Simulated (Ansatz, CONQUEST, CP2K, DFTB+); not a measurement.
## Atom list for Liquid (Li,Na)Cl at 1200 K (62 atoms)

Calculated values (CONQUEST 1.3, Kohn-Sham DFT, PBE, norm-conserving pseudopotentials, pseudo-atomic orbitals (double zeta with polarisation), diagonalisation; grid 160 Ha; levels smeared at 580 K; far from plane-wave PBE on this cell, through basis, grid or potentials; Γ point; density 1.35 g/cm³) for the built cell with every atom moved at random.

Extended XYZ; positions in Å, forces in eV/Å:

```xyz
62
Lattice="12.548 0.000 0.000 0.000 12.548 0.000 0.000 0.000 12.548" Properties=species:S:1:pos:R:3:forces:R:3 pbc="T T T"
Li 7.026 12.027 2.208 0.178 -0.286 -0.031
Li 2.942 12.139 0.587 -0.455 0.251 0.285
Li 5.446 8.604 4.299 0.223 0.111 -0.098
Li 6.186 3.014 5.004 0.015 0.324 0.329
Li 6.082 3.211 8.445 0.558 -0.336 -0.229
Li 8.727 8.520 9.582 -0.093 -0.405 0.276
Li 10.763 9.975 7.262 0.168 0.240 -0.405
Li 8.393 6.146 5.867 0.156 -0.291 0.141
Li 9.336 4.163 10.022 -0.204 0.243 0.133
Li 3.913 5.251 10.696 0.114 -0.061 -0.031
Li 1.273 2.382 3.811 0.018 -0.034 -0.463
Li 6.631 10.723 7.212 0.379 0.379 -0.239
Li 2.044 8.467 0.158 -0.386 -0.070 0.241
Na 5.156 11.373 10.047 0.230 0.004 -0.200
Na 5.687 8.359 0.104 1.168 -0.142 0.967
Na 6.177 2.292 0.479 -0.223 0.524 -0.285
Na 10.646 12.186 4.691 0.865 -0.924 -0.907
Na 12.249 7.146 8.931 -0.372 -0.163 -0.330
Na 0.289 3.830 12.129 0.812 0.180 0.707
Na 2.167 4.427 6.961 -0.741 -0.981 -0.664
Na 9.743 8.730 2.948 -0.745 1.559 -0.915
Na 10.291 2.157 1.861 0.293 -0.047 0.600
Na 4.176 5.796 3.358 -0.292 -0.520 0.124
Na 10.156 1.968 7.336 0.273 -0.452 0.047
Na 3.962 0.204 5.407 0.155 0.132 0.097
Na 11.543 4.975 4.647 -0.059 0.071 0.511
Na 1.067 11.674 9.467 0.092 0.074 -0.442
Na 10.619 10.737 12.146 -0.267 0.246 0.616
Na 1.386 8.341 3.522 -0.294 -0.407 0.619
Na 8.567 6.243 0.893 0.360 -0.398 0.238
Na 4.628 7.466 7.692 0.321 -0.209 -0.113
Cl 0.738 1.281 11.871 0.175 -0.568 -0.200
Cl 9.414 6.370 3.494 0.084 -0.702 0.324
Cl 2.801 0.399 2.996 -0.238 -0.340 -0.325
Cl 4.820 9.969 6.104 -0.540 0.081 -0.462
Cl 5.268 5.278 0.133 0.122 0.062 -0.145
Cl 6.845 9.421 2.523 0.059 0.399 0.099
Cl 10.908 9.575 9.534 0.128 0.129 0.381
Cl 8.792 10.936 6.053 0.000 -0.233 0.226
Cl 9.477 12.226 1.796 -0.197 -0.249 0.034
Cl 1.705 5.981 10.508 -0.148 0.156 0.309
Cl 8.187 3.187 6.344 -0.833 0.560 -0.090
Cl 11.674 8.013 6.327 -0.041 -0.116 -0.277
Cl 11.415 2.031 4.442 0.240 0.418 -0.249
Cl 5.707 0.516 7.746 -0.419 -0.040 -0.026
Cl 5.159 12.193 12.430 0.661 0.527 0.697
Cl 8.717 8.730 12.238 -0.344 -0.341 -0.267
Cl 12.348 11.926 6.961 -0.046 -0.009 0.275
Cl 12.006 3.811 7.617 0.353 0.401 0.053
Cl 3.395 3.208 4.592 0.345 0.190 0.664
Cl 6.918 2.340 3.049 0.172 -0.658 -0.862
Cl 2.605 10.301 11.424 0.015 0.008 -0.407
Cl 3.666 8.046 2.010 -0.459 0.178 -0.145
Cl 4.547 4.953 8.336 -0.050 -0.470 0.537
Cl 2.728 6.831 5.896 -0.272 0.175 -0.527
Cl 6.289 6.442 4.941 -0.362 0.043 0.128
Cl 8.971 6.149 8.635 0.079 0.311 0.072
Cl 0.410 4.635 2.453 0.384 -0.219 -0.058
Cl 12.248 9.486 1.458 0.371 -0.370 0.248
Cl 7.629 2.544 10.020 0.119 -0.004 0.410
Cl 10.127 4.246 12.466 -0.124 -0.127 -0.349
Cl 6.349 9.149 8.965 0.264 0.008 0.630
```

The network of bonds at the start is that of the classical potential that made the cell, and needn't be the one that DFT or experiment would give. Only the Γ point is sampled, in a cell whose shortest periodic width is 13 Å.

The r.m.s. force component is 0.396 eV/Å; the longest force, 1.96 eV/Å, acts on Na21.

[Logs are printed without paths, hosts, clocks, repeated set-up lines and the standing remarks that a program may print on its own settings, such as how far it seeks lower states.]

[Hosts, paths, dates, database ids (printed as entryN), source tags and the programs' standing remarks are cut or masked in the printed files.]
